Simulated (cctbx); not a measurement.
**A crystallographic session in cctbx: HfScAg**

Library: cctbx 2025.11. The data are simulated by the first script.

## 1. Simulate the data

run.py:

```python
from cctbx import adptbx, crystal, miller, sgtbx, xray
from cctbx.array_family import flex
from iotbx.shelx import hklf
from scitbx import matrix
import scitbx.random

cs = crystal.symmetry(unit_cell=(4.543, 4.543, 6.822, 90, 90, 120), space_group_symbol='Hall: -P 6c 2c')  # P6_3/mmc
atoms = [  # label, site, U (iso, or U11 U22 U33 U12 U13 U23 in A^2), occupancy
    ("Hf1", (1/3, 2/3, 0.75), 0.0134, 1),
    ("Ag1", (1/3, 2/3, 0.25), 0.0170, 1),
    ("Sc1", (0, 0, 0.5), 0.0216, 1),
]
xs = xray.structure(crystal_symmetry=cs)
for label, site, u, occ in atoms:
    u = adptbx.u_cif_as_u_star(cs.unit_cell(), u) if isinstance(u, tuple) else u
    xs.add_scatterer(xray.scatterer(label, site=site, u=u, occupancy=occ))
xs.set_inelastic_form_factors(0.71073, "sasaki")
xs.show_summary()
p1 = xs.expand_to_p1()
ms = miller.build_set(p1, anomalous_flag=True, d_min=0.77)
flex.set_random_seed(194316)
scitbx.random.set_random_seed(194316)
ms = ms.select(flex.random_double(ms.size()) < 0.95)
i = ms.structure_factors_from_scatterers(p1, algorithm="direct").f_calc().as_intensity_array().data()
i = i / flex.sqrt(1 + 0.3 * i / flex.max(i))  # extinction
i = i * 20000 / flex.max(i)
sig = flex.sqrt(i + flex.pow2(0.04 * i) + 4 ** 2)
noise = scitbx.random.variate(scitbx.random.normal_distribution())(i.size())
data = ms.array(data=i + sig * noise, sigmas=sig).set_observation_type_xray_intensity()
with open("data.hkl", "w") as f:
    data.export_as_shelx_hklf(f)
print("reflections written:", data.size(), " <I/sigma> = %.1f" % flex.mean(data.data() / data.sigmas()))
for h, a, b in list(data.sort("data"))[:12]:
    print("%4d%4d%4d %9.1f %7.1f" % (h + (a, b)))
```

```console
$ python run.py
```

```text
Number of scatterers: 3
At special positions: 3
Unit cell: (4.543, 4.543, 6.822, 90, 90, 120)
Space group: P 63/m m c (No. 194)
reflections written: 1041  <I/sigma> = 15.5
   1   1   0   20586.9   812.4
  -1  -1   0   20550.5   812.4
   1  -2   0   20239.5   812.4
   2  -1   0   19397.4   812.4
  -2   1   0   19162.8   812.4
  -1   2   0   18773.9   812.4
   0   0  -4   15432.8   622.2
   0   0   4   15371.1   622.2
   0   0   2   14326.8   580.4
   0   0  -2   13527.3   580.4
   1   1  -4   11908.8   460.5
  -2   1  -4   11539.9   460.5
```

It took 0.42 s on 1 thread of Arm Neoverse N1 (shared host), peak memory 0.07 GiB.

## 2. Symmetry

run.py:

```python
from cctbx import crystal, sgtbx, statistics
from cctbx.array_family import flex
from iotbx.shelx import hklf

p1 = crystal.symmetry(unit_cell=(4.543, 4.543, 6.822, 90, 90, 120), space_group_symbol="P 1")
raw = hklf.reader(file_name="data.hkl").as_miller_arrays(crystal_symmetry=p1, anomalous=True)[0]
print(raw.size(), "reflections to d = %.3f A" % raw.d_min())
isig = raw.data() / raw.sigmas()
print("centring   violations  <I/sigma> of those")
best = "P"
for c in "ABCIRF":
    a = raw.customized_copy(space_group_info=sgtbx.space_group_info("Hall: %s 1" % c)).sys_absent_flags().data()
    m = flex.mean(isig.select(a))
    print("%5s %10d of %5d %8.1f" % (c, (isig.select(a) > 4).count(True), a.count(True), m))
    if (isig.select(a) > 4).count(True) < 0.01 * a.count(True):
        best = c
raw = raw.select(~raw.customized_copy(space_group_info=sgtbx.space_group_info("Hall: %s 1" % best)).sys_absent_flags().data())
isig = raw.data() / raw.sigmas()
rows = []
for s in sgtbx.space_group_symbol_iterator():
    g = sgtbx.space_group(s)
    if g.conventional_centring_type_symbol() != best or not g.is_compatible_unit_cell(p1.unit_cell(), 1e-3, 0.02):
        continue
    rows.append((s, g))
print("Laue class    unique    Rint  (classes that these axes allow; Friedel mates merged)")
rint = {}
for s, g in rows:
    laue = g.build_derived_patterson_group()
    key = laue.type().hall_symbol()
    if key not in rint:
        m = raw.customized_copy(space_group_info=laue.info(), anomalous_flag=False).merge_equivalents()
        rint[key] = m.r_int()
        print("%-14s %6d %7.3f" % (laue.type().lookup_symbol(), m.array().size(), m.r_int()))
floor = min(rint.values())
good = [(s, g) for s, g in rows if rint[g.build_derived_patterson_group().type().hall_symbol()] < 2 * floor + 0.03]
top = max(g.build_derived_patterson_group().order_z() for s, g in good)
print("space group    extra absences  I>4sigma  <I/sigma>")
for s, g in good:
    laue = g.build_derived_patterson_group()
    if laue.order_z() != top:
        continue
    a = raw.customized_copy(space_group_info=g.info()).sys_absent_flags().data()
    a &= ~raw.customized_copy(space_group_info=laue.info()).sys_absent_flags().data()
    bad = (isig.select(a) > 4).count(True)
    if bad <= 0.03 * a.count(True):
        print("%-16s %8d %10d %9s  %s" % (s.universal_hermann_mauguin(), a.count(True), bad, "%.1f" % flex.mean(isig.select(a)) if a.count(True) else "-", "centric" if g.is_centric() else "acentric"))
laue = max(good, key=lambda t: t[1].build_derived_patterson_group().order_z())[1].build_derived_patterson_group()
f = raw.customized_copy(space_group_info=laue.info(), anomalous_flag=False).merge_equivalents().array().eliminate_sys_absent().f_sq_as_f()
f.set_observation_type_xray_amplitude()
bins = max(3, min(8, f.size() // 12))
f.setup_binner(n_bins=bins)
w = statistics.wilson_plot(f, {e: n / laue.order_z() for e, n in {'Hf': 2.0, 'Ag': 2.0, 'Sc': 2.0}.items()}, e_statistics=True)
print("Wilson B = %.2f A^2   <|E^2-1|> = %.3f (0.968 centric, 0.736 acentric)   E^2>4: %.1f %%" % (w.wilson_b, w.mean_e_sq_minus_1, w.percent_e_sq_gt_2))
print("shell (A)         n   <I/sigma>")
m = raw.customized_copy(space_group_info=laue.info(), anomalous_flag=False).merge_equivalents().array().eliminate_sys_absent()
for b in m.setup_binner(n_bins=bins).range_used():
    sel = m.binner().selection(b)
    print("%5.2f - %4.2f %6d %8.1f" % (min(m.binner().bin_d_range(b)[0] if m.binner().bin_d_range(b)[0] > 0 else 99, 99), m.binner().bin_d_range(b)[1], sel.count(True), flex.mean((m.data() / m.sigmas()).select(sel))))
```

```console
$ python run.py
```

```text
1041 reflections to d = 0.782 A
centring   violations  <I/sigma> of those
    A        430 of   516     15.6
    B        428 of   515     15.6
    C        436 of   529     15.4
    I        433 of   518     15.6
    R        561 of   680     15.4
    F        647 of   780     15.5
Laue class    unique    Rint  (classes that these axes allow; Friedel mates merged)
P -1              549   0.027
P 1 1 2/m         302   0.030
P -3              189   0.035
P -3 1 m          116   0.036
P -3 m 1          131   0.036
P 6/m             106   0.036
P 6/m m m          82   0.037
space group    extra absences  I>4sigma  <I/sigma>
P 6 2 2                 0          0         -  acentric
P 63 2 2                8          0       0.3  acentric
P 6 m m                 0          0         -  acentric
P 63 m c               87          0      -0.1  acentric
P -6 m 2                0          0         -  acentric
P -6 2 m                0          0         -  acentric
P -6 2 c               87          0      -0.1  acentric
P 6/m m m               0          0         -  centric
P 63/m m c             87          0      -0.1  centric
Wilson B = 1.12 A^2   <|E^2-1|> = 0.694 (0.968 centric, 0.736 acentric)   E^2>4: 0.0 %
shell (A)         n   <I/sigma>
 6.82 - 1.42     19     45.1
 1.42 - 1.13     13     44.0
 1.13 - 0.98     13     60.1
 0.98 - 0.89     14     47.2
 0.89 - 0.83     12     53.4
 0.83 - 0.78     11     46.5
```

Time: 0.5 s.

## 3. Charge flipping

run.py:

```python
import itertools
from cctbx import crystal, maptbx
from cctbx.array_family import flex
from iotbx.shelx import hklf
from smtbx.ab_initio import charge_flipping as cf

cs = crystal.symmetry(unit_cell=(4.543, 4.543, 6.822, 90, 90, 120), space_group_symbol='Hall: -P 6c 2c')  # P6_3/mmc
raw = hklf.reader(file_name="data.hkl").as_miller_arrays(crystal_symmetry=cs, anomalous=True)[0]
merged = raw.eliminate_sys_absent().merge_equivalents()
fo2 = merged.array().set_observation_type_xray_intensity()
f = fo2.average_bijvoet_mates().f_sq_as_f().resolution_filter(d_min=0.9)
p1 = f.expand_to_p1()
work = p1
flex.set_random_seed(1937)
it = cf.weak_reflection_improved_iterator(delta=None, weak_reflection_fraction=0.2)
it.start(work, phases=flex.random_double(p1.size()) * 6.2832, f_000=0)
it.delta = 0.9 * it.rho_map.sigma()
print("cycle      R  skewness")
for n, st in enumerate(itertools.islice(it, 150)):
    if n % 12 == 0:
        print("%5d %6.3f %8.2f" % (n, st.r1_factor(), st.rho_map.skewness()))
rho = p1.phase_transfer(it.f_calc).fft_map().apply_volume_scaling()
polish = cf.low_density_elimination_iterator(constant_rho_c=rho.sigma())
polish.start(f_obs=p1, phases=it.f_calc, f_000=0)
for _ in range(8):
    next(polish)
print("origin shift          correlation  skewness")
maps = []
for fc, shift, cc in itertools.islice(cf.f_calc_symmetrisations(f, polish.f_calc, 0), 4):
    m = f.phase_transfer(fc).fft_map(symmetry_flags=maptbx.use_space_group_symmetry, resolution_factor=0.25).apply_sigma_scaling()
    maps.append((m.skewness(), cc, m))
    print("%6.3f %6.3f %6.3f %10.3f %9.2f" % (tuple(shift) + (cc, m.skewness())))
skew, cc, m = max((t for t in maps if t[1] > maps[0][1] - 0.04), key=lambda t: t[0])
print("taken: symmetry correlation %.3f, skewness %.2f" % (cc, skew))
peaks = m.peak_search(parameters=maptbx.peak_search_parameters(min_distance_sym_equiv=0.9, max_clusters=8)).all()
sps = cs.special_position_settings(min_distance_sym_equiv=0.5)
print("peak      x       y       z  mult  height/sigma")
for k, (x, h) in enumerate(zip(peaks.sites(), peaks.heights())):
    ss = sps.site_symmetry(x)
    print("Q%-3d %7.4f %7.4f %7.4f %4d %8.1f" % ((k + 1,) + tuple(t % 1 for t in ss.exact_site()) + (ss.multiplicity(), h)))
```

```console
$ python run.py
```

```text
cycle      R  skewness
    0  0.517     0.40
   12  0.359     3.93
   24  0.307     4.44
   36  0.273     4.27
   48  0.272     4.15
   60  0.267     4.34
   72  0.278     4.27
   84  0.274     4.34
   96  0.272     4.20
  108  0.265     4.24
  120  0.277     4.23
  132  0.271     4.29
  144  0.302     4.28
origin shift          correlation  skewness
 0.199  0.036  0.250      0.865      4.20
 0.199  0.035  0.000      0.864      4.31
 0.526  0.708  0.248      0.858      2.90
 0.526  0.708 -0.003      0.858      2.98
taken: symmetry correlation 0.864, skewness 4.31
peak      x       y       z  mult  height/sigma
Q1    0.0000  0.0000  0.2500    2     14.1
Q2    0.3333  0.6667  0.7500    2      5.8
Q3    0.3333  0.6667  0.0229    4      3.9
Q4    0.3333  0.6667  0.2500    2      3.0
Q5    0.1743  0.3486  0.2500    6      0.8
Q6    0.0168  0.5084  0.2500    6      0.8
Q7    0.1074  0.2147  0.1010   12      0.7
Q8    0.1250  0.2500  0.6562   12      0.6
```

Time: 0.64 s.

## 4. Refinement (model from the peaks)

run.py:

```python
import math
from cctbx import adptbx, crystal, maptbx, sgtbx, xray
from cctbx.array_family import flex
from cctbx.xray import observations
from iotbx.shelx import hklf
from scitbx.lstbx import normal_eqns_solving
from smtbx import absolute_structure, utils
from smtbx.refinement import constraints, least_squares

cs = crystal.symmetry(unit_cell=(4.543, 4.543, 6.822, 90, 90, 120), space_group_symbol='Hall: -P 6c 2c')  # P6_3/mmc
atoms = [  # label, site, U (iso, or U11 U22 U33 U12 U13 U23 in A^2), occupancy
    ("Hf1", (0, 0, 0.25), 0.0200, 1),
    ("Ag1", (0.3333, 0.6667, 0.75), 0.0200, 1),
    ("Sc1", (0.3333, 0.6667, 0.25), 0.0200, 1),
]
xs = xray.structure(crystal_symmetry=cs)
for label, site, u, occ in atoms:
    u = adptbx.u_cif_as_u_star(cs.unit_cell(), u) if isinstance(u, tuple) else u
    xs.add_scatterer(xray.scatterer(label, site=site, u=u, occupancy=occ))
xs.set_inelastic_form_factors(0.71073, "sasaki")
raw = hklf.reader(file_name="data.hkl").as_miller_arrays(crystal_symmetry=cs, anomalous=True)[0]
merged = raw.eliminate_sys_absent().merge_equivalents()
fo2 = merged.array().set_observation_type_xray_intensity()
print("Rint %.3f, %d unique reflections to %.2f A" % (merged.r_int(), fo2.size(), fo2.d_min()))
for sc in xs.scatterers():
    sc.flags.set_grad_site(True)
    sc.flags.set_grad_u_aniso(sc.flags.use_u_aniso())
    sc.flags.set_grad_u_iso(sc.flags.use_u_iso())
obs = fo2.as_xray_observations()
extra = {}
rep = constraints.reparametrisation(xs, [], utils.connectivity_table(xs), **extra)
ls = least_squares.crystallographic_ls(obs, rep, weighting_scheme=least_squares.mainstream_shelx_weighting(a=0, b=0))
print("cycle     R1     wR2    GooF  max shift (A)")
for cycle in range(6):
    ls.build_up()
    r1, wr2, goof = ls.r1_factor(cutoff_factor=2)[0], ls.wR2(), ls.goof()
    old = xs.sites_cart()
    normal_eqns_solving.levenberg_marquardt_iterations(ls, n_max_iterations=3, tau=0.0001, step_threshold=1e-7)
    big = flex.max((xs.sites_cart() - old).norms())
    print("%4d %7.4f %7.4f %7.3f %9.5f" % (cycle + 1, r1, wr2, goof, big))
    ls.build_up(objective_only=True)
    if abs(ls.wR2() - wr2) < 5e-5 and big < 5e-4:
        break
ls.build_up()
print("final R1 %.4f wR2 %.4f GooF %.3f  parameters %d  data/parameter %.1f" % (ls.r1_factor(cutoff_factor=2)[0], ls.wR2(), ls.goof(), ls.n_parameters, fo2.size() / ls.n_parameters))
cov = ls.covariance_matrix_and_annotations()
su = dict(zip(cov.annotations, (math.sqrt(max(v, 0)) for v in cov.matrix.matrix_packed_u_diagonal())))
a2 = cs.unit_cell().reciprocal_parameters()[0] ** -2
print("atom        x        y        z      Ueq    occ   su(xyz)  su(Uiso or U11)")
for sc in xs.scatterers():
    s = max(su.get(sc.label + k, 0) for k in (".x", ".y", ".z"))
    npd = "" if sc.is_positive_definite_u(cs.unit_cell()) else "  NPD"
    print("%-5s %8.5f %8.5f %8.5f %8.4f %6.3f %8.5f %7.4f%s" % ((sc.label,) + sc.site + (sc.u_iso_or_equiv(cs.unit_cell()), sc.occupancy, s, su.get(sc.label + ".uiso", su.get(sc.label + ".u11", 0) * a2), npd)))
fo = fo2.f_sq_as_f()
fc = fo.structure_factors_from_scatterers(xs, algorithm="direct").f_calc()
diff = fo.f_obs_minus_f_calc(1 / math.sqrt(ls.scale_factor()), fc).average_bijvoet_mates()
m = diff.fft_map(symmetry_flags=maptbx.use_space_group_symmetry, resolution_factor=0.25).apply_volume_scaling()
print("difference map: max %.2f min %.2f rms %.2f" % (m.statistics().max(), m.statistics().min(), m.statistics().sigma()))
peaks = m.peak_search(parameters=maptbx.peak_search_parameters(min_distance_sym_equiv=0.6, max_clusters=5)).all()
near = xs.closest_distances(peaks.sites(), distance_cutoff=4)
sps = cs.special_position_settings(min_distance_sym_equiv=0.5)
for k, (x, h) in enumerate(zip(peaks.sites(), peaks.heights())):
    ss = sps.site_symmetry(x)
    print("Q%-3d %7.4f %7.4f %7.4f %4d %7.2f  %.2f A from %s" % ((k + 1,) + tuple(t % 1 for t in ss.exact_site()) + (ss.multiplicity(), h, near.smallest_distances[k], xs.scatterers()[near.i_seqs[k]].label)))
```

```console
$ python run.py
```

```text
Rint 0.037, 71 unique reflections to 0.78 A
cycle     R1     wR2    GooF  max shift (A)
   1  0.2046  0.4837  30.488   0.00000
   2  0.1467  0.3219  20.288   0.00000
   3  0.1476  0.3216  20.275   0.00000
final R1 0.1476 wR2 0.3216 GooF 20.275  parameters 3  data/parameter 23.7
atom        x        y        z      Ueq    occ   su(xyz)  su(Uiso or U11)
Hf1    0.00000  0.00000  0.25000   0.0129  1.000  0.00000  0.0025
Ag1    0.33333  0.66667  0.75000   0.0131  1.000  0.00000  0.0028
Sc1    0.33333  0.66667  0.25000   0.1480  1.000  0.00000  0.0529
difference map: max 41.38 min -22.93 rms 3.57
Q1    0.3333  0.6667  0.0002    4   41.38  1.70 A from Sc1
Q2    0.0000  0.0000  0.2500    2   34.60  0.00 A from Hf1
Q3    0.0000  0.1791  0.0000   12    1.96  1.89 A from Hf1
Q4    0.0000  0.0000  0.1157    4    1.65  0.92 A from Hf1
Q5    0.1918  0.3836  0.0206   12    1.52  1.92 A from Sc1
```

Time: 0.69 s.

Figures of merit this high mean that the model is still wrong or incomplete.

## 5. Refinement (anisotropic displacement)

run.py, as its changes from the last script of this kind:

```diff
@@ -12,3 +12,3 @@
-    ("Hf1", (0, 0, 0.25), 0.0200, 1),
-    ("Ag1", (0.3333, 0.6667, 0.75), 0.0200, 1),
-    ("Sc1", (0.3333, 0.6667, 0.25), 0.0200, 1),
+    ("Hf1", (0, 0, 0.25), 0.0129, 1),
+    ("Ag1", (1/3, 2/3, 0.75), 0.0131, 1),
+    ("Sc1", (1/3, 2/3, 0.25), 0.1480, 1),
@@ -20,0 +21 @@
+xs.convert_to_anisotropic()
@@ -34 +35 @@
-for cycle in range(6):
+for cycle in range(8):
@@ -38 +39 @@
-    normal_eqns_solving.levenberg_marquardt_iterations(ls, n_max_iterations=3, tau=0.0001, step_threshold=1e-7)
+    normal_eqns_solving.levenberg_marquardt_iterations(ls, n_max_iterations=3, tau=1e-06, step_threshold=1e-7)
@@ -59 +60 @@
-peaks = m.peak_search(parameters=maptbx.peak_search_parameters(min_distance_sym_equiv=0.6, max_clusters=5)).all()
+peaks = m.peak_search(parameters=maptbx.peak_search_parameters(min_distance_sym_equiv=0.6, max_clusters=6)).all()
```

```console
$ python run.py
```

```text
Rint 0.037, 71 unique reflections to 0.78 A
cycle     R1     wR2    GooF  max shift (A)
   1  0.1476  0.3216  20.737   0.00000
   2  0.1478  0.3215  20.729   0.00000
final R1 0.1478 wR2 0.3215 GooF 20.729  parameters 6  data/parameter 11.8
atom        x        y        z      Ueq    occ   su(xyz)  su(Uiso or U11)
Hf1    0.00000  0.00000  0.25000   0.0129  1.000  0.00000  0.0029
Ag1    0.33333  0.66667  0.75000   0.0131  1.000  0.00000  0.0036
Sc1    0.33333  0.66667  0.25000   0.1486  1.000  0.00000  0.0812
difference map: max 41.32 min -22.96 rms 3.57
Q1    0.3333  0.6667  0.0002    4   41.32  1.70 A from Sc1
Q2    0.0000  0.0000  0.2500    2   34.49  0.00 A from Hf1
Q3    0.0000  0.1792  0.0000   12    1.91  1.89 A from Hf1
Q4    0.0000  0.0000  0.1172    4    1.62  0.91 A from Hf1
Q5    0.1915  0.3831  0.0181   12    1.54  1.94 A from Sc1
Q6    0.1322  0.4664  0.6062   24    1.51  1.34 A from Ag1
```

It took 0.66 s on 1 thread of Arm Neoverse N1, with other jobs on the host, peak memory 0.09 GiB.

Figures of merit this high mean that the model is still wrong or incomplete.

[Logs are printed without paths, hosts, clocks, repeated set-up lines and the standing remarks that a program may print on its own settings, such as how far it seeks lower states.]
